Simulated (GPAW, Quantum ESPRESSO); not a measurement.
**F K ELNES/XANES of KCoF3 (Pm-3m) from DFT**

Aim: the near-edge shape at the F K edge of KCoF3 (Pm-3m), and what the core hole does to it.

Main program and level: GPAW 26.7.0; X-ray absorption from dipole matrix elements to empty bands, plane-wave PAW LDA+U.

**1. Set-up**

The structure is cubic, space group Pm-3m (No. 221). Conventional cell: a = 4.071 Å, b = 4.071 Å, c = 4.071 Å, α = 90.00°, β = 90.00°, γ = 90.00°. Co has 6 F at 2.04 Å nearest. K has 12 F at 2.88 Å nearest. F has 2 Co at 2.04 Å and 4 K at 2.88 Å nearest. Farther neighbours and most contacts between anions are not listed.

Structure file:

```xyz
10
Lattice="4.0710 4.0710 0.0000 0.0000 4.0710 4.0710 4.0710 0.0000 4.0710" Properties=species:S:1:pos:R:3 pbc="T T T"
Co    2.0355    2.0355    2.0355
Co    6.1065    6.1065    6.1065
K     0.0000    0.0000    0.0000
K     4.0710    4.0710    4.0710
F     2.0355    2.0355    0.0000
F     2.0355    2.0355    4.0710
F     2.0355    0.0000    2.0355
F     2.0355    4.0710    2.0355
F     0.0000    2.0355    2.0355
F     4.0710    2.0355    2.0355
```

**2. The field without a hole**

A plain self-consistent run shows whether there is a gap and which moments survive; both decide the set-up of the core-hole run.

File scf.py:

```python
import numpy as np
from ase import Atoms
from ase.parallel import parprint, paropen
from gpaw import GPAW, PW, FermiDirac, Mixer, MixerDif, setup_paths
from gpaw.test import gen
setup_paths.insert(0, '.')
gen('F', name='nch1s', xcname='LDA', corehole=(1, 0, 0), write_xml=True)
from gpaw.mpi import world
world.barrier()

atoms = Atoms('Co2K2F6',
    cell=[[4.071, 4.071, 0],
     [0, 4.071, 4.071],
     [4.071, 0, 4.071]],
    scaled_positions=[[0.25, 0.25, 0.25],
     [0.75, 0.75, 0.75],
     [0, 0, 0],
     [0.5, 0.5, 0.5],
     [0.5, 0, 0],
     [0, 0.5, 0.5],
     [0, 0, 0.5],
     [0.5, 0.5, 0],
     [0, 0.5, 0],
     [0.5, 0, 0.5]],
    magmoms=[3.0, -3.0, 0.0, 0.0, 0.0, 0.0, 0.0, 0.0, 0.0, 0.0],
    pbc=True)
atoms.calc = calc = GPAW(legacy_gpaw=True, mode=PW(500), xc='LDA', setups={'Co': ':d,5', 4: 'nch1s'},
    kpts={'size': (4, 4, 4), 'gamma': True}, occupations=FermiDirac(0.05),
    charge=0, mixer=MixerDif(0.05, 8, 50), maxiter=150,
    convergence={'density': 0.0001}, txt='scf.txt')
energy = atoms.get_potential_energy() + calc.get_reference_energy()
ef = calc.get_fermi_level()
out = dict(energy=energy, fermi=ef, forces=atoms.get_forces().tolist(), magmoms=atoms.get_magnetic_moments().tolist())
parprint(f'all-electron energy {energy:.4f} eV, Fermi level {ef:.4f} eV')
ev = np.array([[calc.get_eigenvalues(k, s) for k in range(len(calc.get_ibz_k_points()))] for s in range(calc.get_number_of_spins())])
out['homo'], out['lumo'], out['counts'] = ev[ev < ef].max(), ev[ev > ef].min(), sorted(set((ev < ef).sum((0, 2)).tolist()))
out['filled'] = (ev[:, 0] < ef).sum(1).tolist()
import json
with paropen('out.json', 'w') as f:
    json.dump(out, f)
```

Run with:

```
$ OMP_NUM_THREADS=1 mpirun -n 4 gpaw python scf.py
```

Numbers of over 12 decimals in the logs are rounded to 6 here.

Log:

```text
Input parameters:
  convergence: {density: 0.0001}
  kpts: {gamma: True,
         size: (4, 4, 4)}
  maxiter: 150
  mixer: {backend: pulay,
          beta: 0.05,
          method: difference,
          nmaxold: 8,
          weight: 50}
  mode: {ecut: 500.0,
         name: pw}
  occupations: {fixmagmom: False,
                name: fermi-dirac,
                width: 0.05}
  setups: {4: nch1s,
           Co: :d,5}

Initialize ...

[... PAW data sets ...]

Reference energy: -124551.626129  # eV

Spin-polarized calculation.
Initial magnetic moment: 0.000000

[... convergence settings ...]
Symmetries present (total): 4
  [... symmetry matrices ...]

64 k-points: 4 x 4 x 4 Monkhorst-Pack grid + [1/8,1/8,1/8]
18 k-points in the irreducible part of the Brillouin zone
       k-points in crystal coordinates                weights
   0:     0.00000000    0.00000000    0.00000000          1/64
   1:     0.00000000    0.25000000   -0.25000000          2/64
   2:     0.00000000    0.25000000    0.00000000          4/64
   3:     0.00000000    0.25000000    0.25000000          2/64
   4:     0.00000000    0.50000000    0.00000000          2/64
   5:     0.00000000    0.50000000    0.25000000          4/64
   6:     0.00000000    0.50000000    0.50000000          1/64
   7:     0.25000000    0.25000000    0.00000000          4/64
   8:     0.25000000    0.25000000    0.25000000          4/64
   9:     0.25000000    0.50000000   -0.25000000          4/64
          ...
  17:     0.50000000    0.50000000    0.50000000          2/64

Wave functions: Plane wave expansion
  Cutoff energy: 500.000 eV
  Number of coefficients (min, max): 3378, 3479
  Pulay-stress correction: 0.000000 eV/Ang^3 (de/decut=0.000000)
  Using FFTW library
  Wavefunction extrapolation:
    Improved wavefunction reuse through dual PAW basis

Occupation numbers: Fermi-Dirac:
  width: 0.0500  # eV

Eigensolver
   Davidson(niter=2)

Densities:
  Coarse grid: 30*30*30 grid
  Fine grid: 60*60*60 grid
  Total Charge: 0.000000

Density mixing:
  Method: difference
  Backend: pulay
  Linear mixing parameter: 0.05
  old densities: 8
  Width of damping distribution: 1.1
  Damping of long wavelength oscillations: 50

[... Hamiltonian set-up ...]
Number of atoms: 10
Number of atomic orbitals: 52
Number of bands in calculation: 51
Number of valence electrons: 78
Bands to converge: occupied

... initialized

Initializing position-dependent things.

Density initialized from atomic densities
Creating initial wave functions:
  51 bands from LCAO basis set

                          Co

                    K
             F

               F
        F    Co   F
            F
             F
       K

Atomic positions and initial magnetic moments

Positions:
   0 Co     2.035500    2.035500    2.035500    ( 0.0000,  0.0000,  3.0000)
   1 Co     6.106500    6.106500    6.106500    ( 0.0000,  0.0000, -3.0000)
   2 K      0.000000    0.000000    0.000000    ( 0.0000,  0.0000,  0.0000)
   3 K      4.071000    4.071000    4.071000    ( 0.0000,  0.0000,  0.0000)
   4 F      2.035500    2.035500    0.000000    ( 0.0000,  0.0000,  0.0000)
   5 F      2.035500    2.035500    4.071000    ( 0.0000,  0.0000,  0.0000)
   6 F      2.035500    0.000000    2.035500    ( 0.0000,  0.0000,  0.0000)
   7 F      2.035500    4.071000    2.035500    ( 0.0000,  0.0000,  0.0000)
   8 F      0.000000    2.035500    2.035500    ( 0.0000,  0.0000,  0.0000)
   9 F      4.071000    2.035500    2.035500    ( 0.0000,  0.0000,  0.0000)

Unit cell:
           periodic     x           y           z      points  spacing
  1. axis:    yes    4.071000    4.071000    0.000000    30     0.1567
  2. axis:    yes    0.000000    4.071000    4.071000    30     0.1567
  3. axis:    yes    4.071000    0.000000    4.071000    30     0.1567

  Lengths:   5.757263   5.757263   5.757263
  Angles:   60.000000  60.000000  60.000000

[...]
iter:  21   -54.745988c  -4.19  -2.64    +0.0001
iter:  22   -54.763930c  -4.14  -2.60    +0.0002
iter:  23   -54.808163   -3.16  -2.65    +0.0000
iter:  24   -54.808069   -3.68  -2.71    +0.0001
iter:  25   -54.810827c  -3.45  -2.76    +0.0000
iter:  26   -54.805230c  -3.80  -2.70    +0.0000
iter:  27   -54.804653c  -3.88  -2.80    +0.0000
[...]
iter:  34   -54.806881c  -4.92  -3.61    -0.0000
iter:  35   -54.806892c  -6.14  -3.86    -0.0000
iter:  36   -54.806892c  -6.90  -4.00    +0.0000
iter:  37   -54.806954c  -5.04  -4.06c   +0.0000
iter:  38   -54.806933c  -5.87  -4.10c   +0.0000
iter:  39   -54.806932c  -6.85  -4.46c   +0.0000
iter:  40   -54.806933c  -6.67  -4.51c   -0.0000
iter:  41   -54.806934c  -6.51  -4.54c   -0.0000
iter:  42   -54.806933c  -8.05c -4.91c   -0.0000

Converged after 42 iterations.

Dipole moment: (0.000036, 0.000036, 0.000020) |e|*Ang

Total magnetic moment: (0.000000, 0.000000, -0.000000)
Local magnetic moments:
   0 Co ( 0.000000,  0.000000,  2.703725)
   1 Co ( 0.000000,  0.000000, -2.703718)
   2 K  ( 0.000000,  0.000000,  0.000000)
   3 K  ( 0.000000,  0.000000,  0.000000)
   4 F  ( 0.000000,  0.000000, -0.000002)
   5 F  ( 0.000000,  0.000000, -0.000002)
   6 F  ( 0.000000,  0.000000, -0.000003)
   7 F  ( 0.000000,  0.000000, -0.000003)
   8 F  ( 0.000000,  0.000000, -0.000003)
   9 F  ( 0.000000,  0.000000, -0.000003)

Energy contributions relative to reference atoms: (reference = -124551.626129)

Kinetic:        +86.634489
Potential:      -75.186333
External:        +0.000000
XC:             -66.197985
Entropy (-ST):   -0.000000
Local:           -0.057105
SIC:             +0.000000
--------------------------
Free energy:    -54.806933
Extrapolated:   -54.806933

Spin contamination: 2.874858 electrons
Showing only first 2 kpts
                      Up                     Down
 Kpt  Band  Eigenvalues  Occupancy  Eigenvalues  Occupancy
  0    37      2.09956    1.00000      2.10006    1.00000
  0    38      2.10004    1.00000      2.10050    1.00000
  0    39      6.24420    0.00000      6.24474    0.00000
  0    40      6.32967    0.00000      6.32967    0.00000

  1    37      2.09085    1.00000      2.09139    1.00000
  1    38      2.11566    1.00000      2.11616    1.00000
  1    39      6.26851    0.00000      6.26906    0.00000
  1    40      7.06986    0.00000      7.07047    0.00000

Fermi level: 4.07534

Gap: 4.072 eV
Transition (v -> c):
  (s=1, k=6, n=38, [0.00, 0.50, 0.50]) -> (s=0, k=0, n=39, [0.00, 0.00, 0.00])
Direct/indirect transitions are different
Direct gap: 4.098 eV
Transition at: (s=1->0, k=6, n=38, [0.00, 0.50, 0.50])

Forces in eV/Ang:
  0 Co    0.00000    0.00000    0.00000
  1 Co    0.00000    0.00000   -0.00000
  2 K     0.00000   -0.00000   -0.00003
  3 K     0.00000    0.00000    0.00003
  4 F     0.00000    0.00000    0.00091
  5 F     0.00000    0.00000   -0.00091
  6 F     0.00006    0.00115    0.00000
  7 F    -0.00006   -0.00115    0.00000
  8 F     0.00115    0.00006    0.00000
  9 F    -0.00115   -0.00006    0.00000
Scalar-relativistic atomic LDA calculation for F (Fluorine, Z=9)
Core hole in 1s state (1s occupation: 2.0)
300 radial gridpoints.
|------------------------------------------------|
|------------------------------------------------|
[... the atom generator's iteration count ...]

Energy contributions:
-------------------------
Kinetic:      +98.924702
XC:            -9.628727
Potential:   -188.480882
-------------------------
Total:        -99.184907

state      eigenvalue         ekin         rmax
-----------------------------------------------
1s^2.0 :   -24.213779    36.855229        0.115
2s^2.0 :    -1.089490     4.159703        0.767
2p^5.0 :    -0.415007     3.378968        0.703
-----------------------------------------------
(units: Bohr and Hartree)

Generating PAW setup
Kinetic energy of the core from tauc = 73.784289
Cutoffs:
rc(s)=1.200
rc(p)=1.200
rc(d)=1.200
rc(vbar)=1.080
rc(comp)=1.200
rc(nct)=1.200

Kinetic energy of the core states: 73.710458
Charge: 0.0
Core electrons: 2.0
Valence electrons: 7.0
Pseudo-core charge: 0.000387
Shape function alpha=6.944
Pseudo-electron charge 6.013308
state    eigenvalue         norm
--------------------------------
2s(2) :    -1.089490     1.062936
*s    :    -0.089490
2p(5) :    -0.415007     0.777410
*p    :     0.584993
*d    :     0.000000
--------------------------------

Diagonalizing with gridspacing h=0.050

state   all-electron     PAW
-------------------------------
2s:      -1.089490    -1.091166
2p:      -0.415007    -0.417133
*d:                    0.051257
*f:                    0.077758
-------------------------------
all-electron energy -124606.4331 eV, Fermi level 4.0753 eV
```

Run time: 2.1 min. Hardware: 4 MPI ranks of Arm Neoverse V1, shared host; peak memory 0.31 GiB.

The mesh shows a gap of 4.07 eV, so the hole is first treated in a charged cell, without the excited electron.

Site moments (μB): 2.70, -2.70, 0.00, 0.00, 0.00, 0.00, 0.00, 0.00, 0.00, 0.00.

**3. Spectrum without a core hole, F atom 5**

Without a hole the spectrum is the empty density of states of the right symmetry on the absorber, weighted by matrix elements. It needs only the small cell and serves as the baseline. The data set with a hole of occupation 0 only carries the core orbital.

The absorber has 2 Co at 2.04 Å (linear, site symmetry 4/mmm).

File xas.py:

```python
import numpy as np
from ase import Atoms
from ase.parallel import parprint, paropen
from gpaw import GPAW, PW, FermiDirac, Mixer, MixerDif, setup_paths
from gpaw.test import gen
setup_paths.insert(0, '.')
gen('F', name='nch1s', xcname='LDA', corehole=(1, 0, 0), write_xml=True)
from gpaw.mpi import world
world.barrier()

atoms = Atoms('Co2K2F6',
    cell=[[4.071, 4.071, 0],
     [0, 4.071, 4.071],
     [4.071, 0, 4.071]],
    scaled_positions=[[0.25, 0.25, 0.25],
     [0.75, 0.75, 0.75],
     [0, 0, 0],
     [0.5, 0.5, 0.5],
     [0.5, 0, 0],
     [0, 0.5, 0.5],
     [0, 0, 0.5],
     [0.5, 0.5, 0],
     [0, 0.5, 0],
     [0.5, 0, 0.5]],
    magmoms=[3.0, -3.0, 0.0, 0.0, 0.0, 0.0, 0.0, 0.0, 0.0, 0.0],
    pbc=True)
atoms.calc = calc = GPAW(legacy_gpaw=True, mode=PW(500), xc='LDA', setups={'Co': ':d,5', 4: 'nch1s'},
    kpts={'size': (4, 4, 4), 'gamma': True}, occupations=FermiDirac(0.02),
    charge=0, mixer=MixerDif(0.05, 8, 50), maxiter=150,
    convergence={'density': 0.0001}, txt='scf.txt')
energy = atoms.get_potential_energy() + calc.get_reference_energy()
ef = calc.get_fermi_level()
out = dict(energy=energy, fermi=ef, forces=atoms.get_forces().tolist(), magmoms=atoms.get_magnetic_moments().tolist())
parprint(f'all-electron energy {energy:.4f} eV, Fermi level {ef:.4f} eV')
ev = np.array([[calc.get_eigenvalues(k, s) for k in range(len(calc.get_ibz_k_points()))] for s in range(calc.get_number_of_spins())])
out['homo'], out['lumo'], out['counts'] = ev[ev < ef].max(), ev[ev > ef].min(), sorted(set((ev < ef).sum((0, 2)).tolist()))
out['filled'] = (ev[:, 0] < ef).sum(1).tolist()

from ase.units import Ha
from gpaw.xas import dipole_matrix_elements
nb = int(calc.get_number_of_electrons() / 2) + 93
top, nb = nb, nb + 8 + nb // 12
nscf = calc.fixed_density(kpts={'size': (5, 5, 5), 'gamma': True}, nbands=nb,
    convergence={'bands': top, 'eigenstates': 1e-5}, maxiter=60, txt='nscf.txt')
cell = atoms.cell.array
ops = [cell.T @ U.T @ np.linalg.inv(cell.T) for U in nscf.wfs.kd.symmetry.op_scc]
filled = [39, 39]  # bands filled in the ground state, by spin
E = np.arange(-25, 34, 0.1)
fwhm = np.interp(E, [4, 25], [0.9, 3.5])
Y, X, zero, highest = 0, 0, 1e9, 1e9
for spin in range(nscf.get_number_of_spins()):
    wfs = nscf.wfs
    A = dipole_matrix_elements(wfs.setups[4])
    eps = np.zeros((wfs.kd.nibzkpts, nb))
    d = np.zeros((3, A.shape[1], wfs.kd.nibzkpts, nb), complex)
    for kpt in wfs.kpt_u:
        if kpt.s == spin and 4 in kpt.P_ani:
            eps[kpt.k] = kpt.eps_n * Ha
            d[:, :, kpt.k] = (kpt.weight * wfs.nspins / 2) ** 0.5 * np.inner(A, kpt.P_ani[4])
    world.sum(eps)
    world.sum(d)
    T = np.einsum('amkn,bmkn->abkn', d, d.conj()).real
    T = sum(np.einsum('ai,ijkn,bj->abkn', R, T, R) for R in ops) / len(ops)
    empty = np.ones_like(eps, bool) & (np.arange(nb) >= filled[spin])
    zero, highest = min(zero, eps[empty].min()), min(highest, eps[:, top - 1].min())
    lines = [(eps, T, empty)] if spin == 0 else lines + [(eps, T, empty)]
for eps, T, empty in lines:
    f = np.einsum('aakn->akn', T).reshape(3, -1)
    x = eps.ravel() - zero
    w = np.interp(x, E, fwhm) / 2.35482
    g = np.exp(-0.5 * ((E[:, None] - x) / w) ** 2) / (w * (2 * np.pi) ** 0.5)
    Y = Y + (f * empty.ravel()) @ g.T
    X = X + (f * ~empty.ravel()) @ g.T
out.update(E=E.round(2).tolist(), xas=Y.tolist(), xes=X.tolist(), zero=zero, valid=highest - zero, nk=len(eps), nb=nb)
for i in range(0, len(E), 10):
    parprint(f'{E[i]:7.2f}', *(f'{v:10.3e}' for v in Y[:, i]))
import json
with paropen('out.json', 'w') as f:
    json.dump(out, f)
```

Run with:

```
$ OMP_NUM_THREADS=1 mpirun -n 4 gpaw python xas.py
```

Log:

```text
Input parameters:
  convergence: {density: 0.0001}
  kpts: {gamma: True,
         size: (4, 4, 4)}
  maxiter: 150
  mixer: {backend: pulay,
          beta: 0.05,
          method: difference,
          nmaxold: 8,
          weight: 50}
  mode: {ecut: 500.0,
         name: pw}
  occupations: {fixmagmom: False,
                name: fermi-dirac,
                width: 0.02}
  setups: {4: nch1s,
           Co: :d,5}

[...]
2s:      -1.089490    -1.091166
2p:      -0.415007    -0.417133
*d:                    0.051257
*f:                    0.077758
-------------------------------
all-electron energy -124606.4331 eV, Fermi level 4.1236 eV
 -25.00 2.211e-252 2.211e-252 3.165e-252
 -24.00 1.275e-242 1.275e-242 1.837e-242
 -23.00 4.688e-233 4.688e-233 6.799e-233
 -22.00 1.099e-223 1.099e-223 1.606e-223
[...]
32.00  9.855e-05  9.855e-05  1.526e-04
  33.00  8.811e-05  8.811e-05  1.420e-04
[key lines of the parts left out:]
Converged after 34 iterations.
Dipole moment: (0.000000, 0.000000, 0.000000) |e|*Ang
Free energy:    -54.806934
Fermi level: 4.12361
```

Run time: 6.6 min. Hardware: 4 MPI ranks; peak memory 0.54 GiB.

The F K spectrum, F atom 5, no core hole (energy from the lowest empty level; intensity scaled to a mean of 1 over the first 20 eV):

```tsv
E (eV)	intensity
-2.0	0.00
-1.5	0.00
-1.0	0.00
-0.5	0.00
0.0	0.02
0.5	0.09
1.0	0.17
1.5	0.50
2.0	0.74
2.5	0.58
3.0	0.70
3.5	0.98
4.0	1.35
4.5	1.49
5.0	1.43
5.5	1.62
6.0	2.26
6.5	2.41
7.0	1.88
7.5	1.47
8.0	1.32
8.5	1.27
9.0	1.32
9.5	1.51
10.0	1.65
10.5	1.57
11.0	1.27
11.5	0.96
12.0	0.71
12.5	0.53
13.0	0.41
13.5	0.36
14.0	0.37
14.5	0.42
15.0	0.51
15.5	0.61
16.0	0.74
16.5	0.88
17.0	1.00
17.5	1.06
18.0	1.03
18.5	0.93
19.0	0.80
19.5	0.68
20.0	0.58
20.5	0.51
21.0	0.49
21.5	0.50
22.0	0.53
22.5	0.57
23.0	0.61
23.5	0.65
24.0	0.68
24.5	0.70
25.0	0.72
25.5	0.74
26.0	0.76
26.5	0.80
27.0	0.83
27.5	0.86
28.0	0.89
28.5	0.91
29.0	0.94
29.5	0.98
30.0	1.04
30.5	1.11
31.0	1.17
31.5	1.22
```

Main maxima below 24 eV (height): 1.9 eV (0.74), 4.6 eV (1.49), 6.3 eV (2.46), 10.1 eV (1.66) and 17.6 eV (1.06). A K edge sees empty p states; the first features are F p mixed into the empty d states of the Co neighbours, and the broad ones above probably into the cations' higher empty bands.

The same matrix elements for filled bands give the F K emission of F atom 5 (ground-state approximation; energy from the lowest empty level, largest value 1):

```tsv
E (eV)	emission
-24.00	0.00
-23.25	0.00
-22.50	0.00
-21.75	0.00
-21.00	0.00
-20.25	0.00
-19.50	0.00
-18.75	0.00
-18.00	0.00
-17.25	0.00
-16.50	0.00
-15.75	0.00
-15.00	0.00
-14.25	0.00
-13.50	0.00
-12.75	0.00
-12.00	0.00
-11.25	0.00
-10.50	0.02
-9.75	0.14
-9.00	0.29
-8.25	0.50
-7.50	0.44
-6.75	0.91
-6.00	0.72
-5.25	0.30
-4.50	0.12
-3.75	0.06
-3.00	0.00
-2.25	0.00
-1.50	0.00
-0.75	0.00
0.00	0.00
0.75	0.00
1.50	0.00
2.25	0.00
3.00	0.00
```

Emission maxima: -8.2 eV (0.51) and -6.6 eV (1.00).

**4. Reference energy of the cell**

The photon energy needs a difference of total energies, so the cell and mesh of the coming hole run are first run without a hole.

Edit scf.py of step 2 so:

```diff
@@ -27,3 +27,3 @@
 atoms.calc = calc = GPAW(legacy_gpaw=True, mode=PW(500), xc='LDA', setups={'Co': ':d,5', 4: 'nch1s'},
-    kpts={'size': (4, 4, 4), 'gamma': True}, occupations=FermiDirac(0.05),
+    kpts={'size': (4, 4, 4), 'gamma': True}, occupations=FermiDirac(0.02),
     charge=0, mixer=MixerDif(0.05, 8, 50), maxiter=150,
```

Run with:

```
$ OMP_NUM_THREADS=1 mpirun -n 4 gpaw python scf.py
```

Log:

```text
Input parameters:
  convergence: {density: 0.0001}
  kpts: {gamma: True,
         size: (4, 4, 4)}
  maxiter: 150
  mixer: {backend: pulay,
          beta: 0.05,
          method: difference,
          nmaxold: 8,
          weight: 50}
  mode: {ecut: 500.0,
         name: pw}
  occupations: {fixmagmom: False,
                name: fermi-dirac,
                width: 0.02}
  setups: {4: nch1s,
           Co: :d,5}

[...]
2s(2) :    -1.089490     1.062936
*s    :    -0.089490
2p(5) :    -0.415007     0.777410
*p    :     0.584993
*d    :     0.000000
--------------------------------

Diagonalizing with gridspacing h=0.050

state   all-electron     PAW
-------------------------------
2s:      -1.089490    -1.091166
2p:      -0.415007    -0.417133
*d:                    0.051257
*f:                    0.077758
-------------------------------
all-electron energy -124606.4331 eV, Fermi level 4.1236 eV
[key lines of the parts left out:]
Converged after 34 iterations.
Dipole moment: (0.000000, 0.000000, 0.000000) |e|*Ang
Free energy:    -54.806934
Fermi level: 4.12361
```

Run time: 1.7 min. Hardware: 4 MPI ranks; peak memory 0.31 GiB.

Reference energy: -124606.433 eV with the cores included.

(Part 1 of 2 ends here.)

[Banner, clock and machine lines of the logs are left out without a mark of their own.]

[Logs are printed without paths, hosts, clocks, repeated set-up lines and the standing remarks that a program may print on its own settings, such as how far it seeks lower states.]

[Hosts, paths, dates, database ids (printed as entryN), source tags and the programs' standing remarks are cut or masked in the printed files.]

[Lists of maxima count a maximum above −3 eV only where it reaches 4 % of the highest in the window and stands out from its surroundings by 2 % of it (1.5 % where it reaches 55 %); shoulders and weaker maxima are passed over, and of the rest the first, up to two pre-edge ones and the few strongest are named.]
